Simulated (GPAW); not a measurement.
# STM contrast on MoSi2P4 monolayer

Wanted: filled- and empty-state images of MoSi2P4 monolayer, with its work function.

Program: GPAW 26.7.0. Level of theory: GPAW, PAW setups; layer in a repeated cell with vacuum, relaxation of atoms and in-plane cell, in the first sound run; inputs show where later runs differ. Results are calculated unless marked as measured.

## (1) The starting structure

The cell holds 7 atoms: 4 P, 2 Si and 1 Mo. Cell: a = 3.480 Å, b = 3.480 Å, c = 24.264 Å, α = 90.0°, β = 90.0°, γ = 120.0°. Vacuum lies along c.

## (2) Relaxation

Forces are removed first; all later runs use this geometry.

run.py reads:

```python
import json
import numpy as np
from ase import Atoms
from ase.filters import FrechetCellFilter
from ase.optimize import BFGS
from gpaw import GPAW, PW

slab = Atoms(
    ['P', 'Si', 'P', 'Mo', 'P', 'Si', 'P'],
    positions=[
        [0.00000, 0.00000, 8.00000],
        [-0.00000, 2.00918, 8.64444],
        [-0.00000, 2.00918, 10.75444],
        [0.00000, 0.00000, 12.13186],
        [-0.00000, 2.00918, 13.50929],
        [-0.00000, 2.00918, 15.61929],
        [0.00000, 0.00000, 16.26372]],
    cell=[[3.48, 0.0, 0.0], [-1.74, 3.01377, 0.0], [0.0, 0.0, 24.2637]],
    pbc=[True, True, True])

slab.calc = GPAW(mode=PW(600), xc='PBE', kpts={'size': (9, 9, 1), 'gamma': True},
                 occupations={'name': 'fermi-dirac', 'width': 0.05}, nbands='200%',
                 convergence={'density': 1e-05}, maxiter=200,
                 symmetry={'tolerance': 1e-3}, txt='slab.txt')
result = {}
# The in-plane cell is free; stress needs a cell that repeats along all three vectors
path = []
opt = BFGS(FrechetCellFilter(slab, mask=[1, 1, 0, 0, 0, 1]), maxstep=0.2)
opt.attach(lambda: path.append((slab.get_potential_energy(), slab.positions.tolist(), slab.get_forces().tolist())))
result['relaxed'] = bool(opt.run(fmax=0.02, steps=45))
result['path'] = path
result['cell'] = slab.cell.tolist()
print('in-plane lattice', slab.cell.cellpar().round(4)[[0, 1, 5]])
energy = slab.get_potential_energy()
fermi = slab.calc.get_fermi_level()
v = slab.calc.get_electrostatic_potential().mean((0, 1)) - fermi
n = slab.calc.get_pseudo_density().mean((0, 1))
L = slab.cell[2, 2]
z = np.arange(len(v)) * L / len(v)
low, high = slab.positions[:, 2].min(), slab.positions[:, 2].max()
below, above = np.interp([low - 5.8, high + 5.8], z, v)
slopes = [np.interp(x, z, np.gradient(v, z)) for x in (low - 5.8, high + 5.8)]
eps = np.array([[slab.calc.get_eigenvalues(k, s) for k in range(len(slab.calc.get_ibz_k_points()))]
                for s in range(slab.calc.get_number_of_spins())]) - fermi
top, bottom = eps[eps < 0].max(), eps[eps > 0].min()
dipole = slab.get_dipole_moment()[2]
print(f'energy {energy:.4f} eV, Fermi level {fermi:.4f} eV, dipole {dipole:.5f} e A')
print(f'potential 5.8 A off the faces, from the Fermi level: lower {below:.4f} eV, upper {above:.4f} eV')
print(f'slope of the potential there: lower {slopes[0]:.5f}, upper {slopes[1]:.5f} eV/A')
print(f'nearest levels on the mesh: {top:.4f} and {bottom:.4f} eV')
print('magnetic moment', round(slab.get_magnetic_moment(), 3))
result.update(energy=energy, fermi=fermi, dipole=dipole, below=below, above=above, slopes=slopes, edges=[top, bottom],
              z=z.tolist(), v=v.tolist(), n=n.tolist(), positions=slab.positions.tolist(),
              forces=slab.get_forces(apply_constraint=False).tolist(), moments=slab.get_magnetic_moments().tolist())
json.dump(result, open('result.json', 'w'))
```

Launch:

```
> OMP_NUM_THREADS=1 OPENBLAS_NUM_THREADS=1 python run.py
```

Output:

```text
Step          Energy          fmax
BFGS:    0      -43.667949        3.684330
BFGS:    1      -44.167215        3.193834
BFGS:    2      -45.075283        1.049698
BFGS:    3      -45.146163        1.132394
BFGS:    4      -45.397549        0.911878
BFGS:    5      -45.525323        0.527076
BFGS:    6      -45.568473        0.544886
BFGS:    7      -45.583259        0.503093
BFGS:    8      -45.605353        0.400381
BFGS:    9      -45.633113        0.355731
BFGS:   10      -45.656327        0.368903
BFGS:   11      -45.664925        0.205037
BFGS:   12      -45.666561        0.068118
BFGS:   13      -45.666828        0.025726
BFGS:   14      -45.666860        0.005401
in-plane lattice [  3.4608   3.4608 120.    ]
energy -45.6669 eV, Fermi level 1.1720 eV, dipole 0.00047 e A
potential 5.8 A off the faces, from the Fermi level: lower 4.9838 eV, upper 4.9828 eV
slope of the potential there: lower 0.00038, upper 0.00031 eV/A
nearest levels on the mesh: -0.4508 and 0.4447 eV
magnetic moment 0.0
```

It took 42 min on 1 thread of Arm Neoverse N1, shared host; peak memory 0.71 GiB.

This step gave:

| Quantity | Value |
| --- | --- |
| dipole along the normal | 4.75e-4 e·Å |
| levels nearest the Fermi level on the mesh | -0.4508, 0.4447 eV from the Fermi level |

Electrostatic potential energy of an electron (without an applied field's), less the Fermi level, planar mean against z:

```
z (Å)  electrostatic potential energy of an electron (without an applied field's), less the Fermi level, planar mean (eV)
  0.0                                                                                                                4.98
  0.5                                                                                                                4.98
  1.0                                                                                                                4.98
  1.5                                                                                                                4.98
  2.0                                                                                                                4.98
  2.5                                                                                                                4.98
  3.0                                                                                                                4.98
  3.5                                                                                                                4.98
  4.0                                                                                                                4.98
  4.5                                                                                                                4.98
  5.0                                                                                                                4.94
  5.5                                                                                                                4.81
  6.0                                                                                                                4.21
  6.5                                                                                                                1.73
  7.0                                                                                                               -6.80
  7.5                                                                                                               -14.9
  8.0                                                                                                               -11.3
  8.5                                                                                                               -12.7
  9.0                                                                                                               -4.03
  9.5                                                                                                                1.11
 10.0                                                                                                              -0.916
 10.5                                                                                                               -10.8
 11.0                                                                                                               -10.0
 11.5                                                                                                               -7.87
 12.0                                                                                                               -17.9
 12.5                                                                                                               -13.0
 13.0                                                                                                               -6.83
 13.5                                                                                                               -13.1
 14.0                                                                                                               -5.49
 14.5                                                                                                                1.02
 15.0                                                                                                              -0.437
 15.5                                                                                                               -8.59
 16.0                                                                                                               -12.8
 16.5                                                                                                               -12.3
 17.0                                                                                                               -13.2
 17.5                                                                                                               -1.68
 18.0                                                                                                                3.31
 18.5                                                                                                                4.59
 19.0                                                                                                                4.89
 19.5                                                                                                                4.96
 20.0                                                                                                                4.98
 20.5                                                                                                                4.98
 21.0                                                                                                                4.98
 21.5                                                                                                                4.98
 22.0                                                                                                                4.98
 22.5                                                                                                                4.98
 23.0                                                                                                                4.98
 23.5                                                                                                                4.98
 24.0                                                                                                                4.98
```

The pseudo valence density, planar mean by z:

z (Å), pseudo valence density, planar mean (e/Å³) and a bar:
```
        4       0.00 
        5       0.00 
        6       0.04 #
        7       0.27 #######
        8       0.41 ##########
        9       0.18 ####
       10       0.21 #####
       11       0.38 #########
       12       1.25 ##############################
       13       0.43 ##########
       14       0.26 ######
       15       0.16 ####
       16       0.32 ########
       17       0.29 #######
       18       0.07 ##
       19       0.00 
       20       0.00 
       21       0.00
```

The relaxation lowered the energy of the cell by 2.00 eV (energies extrapolated to zero smearing; the optimiser's log prints free energies). The largest force left on a free atom is 0.0054 eV/Å.

## (3) The slab's potential

With the geometry fixed, the planar mean of the potential gives the vacuum level on each side.

This step: GPAW, PAW setups; slab in vacuum (GPAW 26.7.0).

The cell differs from the one that the last finished run ended in (c 24.264 → 25.464 Å).

run.py reads:

```python
import json
import numpy as np
from ase import Atoms
from ase.dft.stm import STM
from gpaw import GPAW, PW

slab = Atoms(
    ['P', 'Si', 'P', 'Mo', 'P', 'Si', 'P'],
    positions=[
        [0.00000, -0.00000, 8.00000],
        [-0.00000, 1.99810, 9.03859],
        [-0.00000, 1.99810, 11.30191],
        [-0.00000, -0.00000, 12.73216],
        [-0.00000, 1.99810, 14.16242],
        [-0.00000, 1.99810, 16.42574],
        [0.00000, -0.00000, 17.46433]],
    cell=[[3.4608, -0.0, 0.0], [-1.7304, 2.99715, 0.0], [0.0, 0.0, 25.4643]],
    pbc=[True, True, False])

slab.calc = GPAW(mode=PW(400), xc='PBE', kpts={'size': (9, 9, 1), 'gamma': True},
                 occupations={'name': 'fermi-dirac', 'width': 0.05}, nbands='200%',
                 convergence={'density': 1e-05}, maxiter=200,
                 poissonsolver={'dipolelayer': 'xy'},
                 symmetry={'tolerance': 1e-3}, txt='slab.txt')
result = {}
energy = slab.get_potential_energy()
fermi = slab.calc.get_fermi_level()
v = slab.calc.get_electrostatic_potential().mean((0, 1)) - fermi
n = slab.calc.get_pseudo_density().mean((0, 1))
L = slab.cell[2, 2]
z = np.arange(len(v)) * L / len(v)
low, high = slab.positions[:, 2].min(), slab.positions[:, 2].max()
below, above = np.interp([low - 5.8, high + 5.8], z, v)
slopes = [np.interp(x, z, np.gradient(v, z)) for x in (low - 5.8, high + 5.8)]
eps = np.array([[slab.calc.get_eigenvalues(k, s) for k in range(len(slab.calc.get_ibz_k_points()))]
                for s in range(slab.calc.get_number_of_spins())]) - fermi
top, bottom = eps[eps < 0].max(), eps[eps > 0].min()
dipole = slab.get_dipole_moment()[2]
print(f'energy {energy:.4f} eV, Fermi level {fermi:.4f} eV, dipole {dipole:.5f} e A')
print(f'potential 5.8 A off the faces, from the Fermi level: lower {below:.4f} eV, upper {above:.4f} eV')
print(f'slope of the potential there: lower {slopes[0]:.5f}, upper {slopes[1]:.5f} eV/A')
print(f'nearest levels on the mesh: {top:.4f} and {bottom:.4f} eV')
print('magnetic moment', round(slab.get_magnetic_moment(), 3))
result.update(energy=energy, fermi=fermi, dipole=dipole, below=below, above=above, slopes=slopes, edges=[top, bottom],
              z=z.tolist(), v=v.tolist(), n=n.tolist(), positions=slab.positions.tolist(),
              forces=slab.get_forces(apply_constraint=False).tolist(), moments=slab.get_magnetic_moments().tolist())

# Images need the states of the whole zone, up to time reversal
slab.calc = slab.calc.fixed_density(symmetry={'point_group': False}, txt='states.txt', nbands='260%',
                                    convergence={'bands': 'CBM+0.8'})
stm = STM(slab)
result['stm'] = []
for bias in [-0.5, 0.5]:
    height = high + 3.5
    current = stm.get_averaged_current(bias, height)
    x, y, h = stm.scan(bias, current)
    i, f = divmod(height / L * stm.ldos.shape[2], 1)
    I = abs((1 - f) * stm.ldos[:, :, int(i)] + f * stm.ldos[:, :, int(i) + 1])
    print(f'bias {bias} V: mean current at 3.5 A {current:.4e}, corrugation {np.ptp(h):.4f} A')
    result['stm'].append(dict(bias=bias, current=current, h=(h - high).tolist(), I=I.tolist()))
json.dump(result, open('result.json', 'w'))
```

Output:

```text
energy -45.6354 eV, Fermi level 0.8820 eV, dipole 0.00051 e A
potential 5.8 A off the faces, from the Fermi level: lower 4.9880 eV, upper 4.9787 eV
slope of the potential there: lower 0.00005, upper -0.00005 eV/A
nearest levels on the mesh: -0.4508 and 0.4447 eV
magnetic moment 0.0
bias -0.5 V: mean current at 3.5 A 4.4954e-09, corrugation 21.2876 A
bias 0.5 V: mean current at 3.5 A 1.1390e-09, corrugation 5.1360 A
```

Run time: 4.8 min. Hardware: 1 thread; peak memory 0.51 GiB.

Numbers from this step:

- dipole along the normal: 5.06e-4 e·Å
- upper work function: 4.979 eV
- lower work function: 4.988 eV
- upper ionisation energy: 5.430 eV

The electrostatic potential energy of an electron (without an applied field's), less the Fermi level, planar mean oscillates, so the rows of the table below give means over windows of 1.7 Å about each position, cut where the curve ends. Its maxima inside the range that stand out by 2 % of the span (Å: eV): 8.6: -11.3, 10.2: 1.33, 11.9: -6.76, 13.6: -6.76, 15.3: 1.32, 16.9: -11.3. Its minima: 8.1: -15.1, 9.0: -13.2, 11.4: -13.2, 12.7: -18.9, 14.1: -13.2, 16.4: -13.2, 17.4: -15.1.

The electrostatic potential energy of an electron (without an applied field's), less the Fermi level, planar mean by z; means over each step:

```
z (Å)  electrostatic potential energy of an electron (without an applied field's), less the Fermi level, planar mean (eV)
 0.85                                                                                                                4.99
 2.55                                                                                                                4.99
 4.25                                                                                                                4.99
 5.95                                                                                                                4.71
 7.65                                                                                                               -6.70
 9.35                                                                                                               -7.07
11.05                                                                                                               -6.44
12.75                                                                                                               -12.2
14.45                                                                                                               -6.27
16.15                                                                                                               -7.35
17.85                                                                                                               -6.39
19.55                                                                                                                4.73
21.25                                                                                                                4.98
22.95                                                                                                                4.98
24.65                                                                                                                4.98
```

Table of pseudo valence density, planar mean by z:

z (Å), pseudo valence density, planar mean (e/Å³) and a bar:
```
      4.5       0.00 
      5.0       0.00 
      5.5       0.00 
      6.0       0.01 
      6.5       0.03 #
      7.0       0.10 ###
      7.5       0.25 #######
      8.0       0.32 #########
      8.5       0.43 ############
      9.0       0.27 #######
      9.5       0.19 #####
     10.0       0.15 ####
     10.5       0.19 #####
     11.0       0.27 #######
     11.5       0.34 #########
     12.0       0.47 #############
     12.5       1.09 ##############################
     13.0       1.02 ############################
     13.5       0.46 #############
     14.0       0.33 #########
     14.5       0.27 #######
     15.0       0.19 #####
     15.5       0.15 ####
     16.0       0.19 #####
     16.5       0.28 ########
     17.0       0.43 ############
     17.5       0.31 ########
     18.0       0.24 #######
     18.5       0.10 ###
     19.0       0.03 #
     19.5       0.01 
     20.0       0.00 
     20.5       0.00 
     21.0       0.00
```

The layer is gapped, so the Fermi level lies somewhere inside the gap, set by smearing and numerics, and these work functions are no property of the material; the band edges below the vacuum level are. The potential is flat to 4.8e-5 eV/Å where it is read, so the vacuum is wide enough. At -0.5 and 0.5 V the search found no usable constant-current contour near the set height, so the printed corrugation is no image; it is left out.

## (4) Outcome

- work function, upper and lower face (Fermi level placed in the gap by the smearing): 4.979 and 4.988 eV
- ionisation energy from the upper face (highest filled level on the mesh): 5.43 eV
- electron affinity from the upper face (lowest empty Kohn-Sham level on the mesh): 4.53 eV
- dipole along the normal: 5.1e-4 e Å

In words: With plane waves and PBE the ionisation energy from the upper face is 5.43 eV and the Kohn-Sham electron affinity 4.53 eV. The levels nearest the Fermi level on the mesh lie 0.895 eV apart, so the slab is gapped there: the smearing puts the Fermi level inside the gap, and from either face the ionisation energy is the work function plus 0.45 eV. Both are Kohn-Sham levels on the mesh, and semilocal gaps are too small, so the affinity tends to come out too large and the ionisation energy too small. The small printed dipole stands for a step of -8.8 meV from the lower to the upper face, and the probes find -9.2 meV; values this small are near the numerical noise of both. The layer's cell and atoms come from the relaxation; spin-orbit coupling and temperature are left out.

[Logs are printed without paths, hosts, clocks, repeated set-up lines and the standing remarks that a program may print on its own settings, such as how far it seeks lower states.]

[Hosts, paths, dates, database ids (printed as entryN), source tags and the programs' standing remarks are cut or masked in the printed files.]
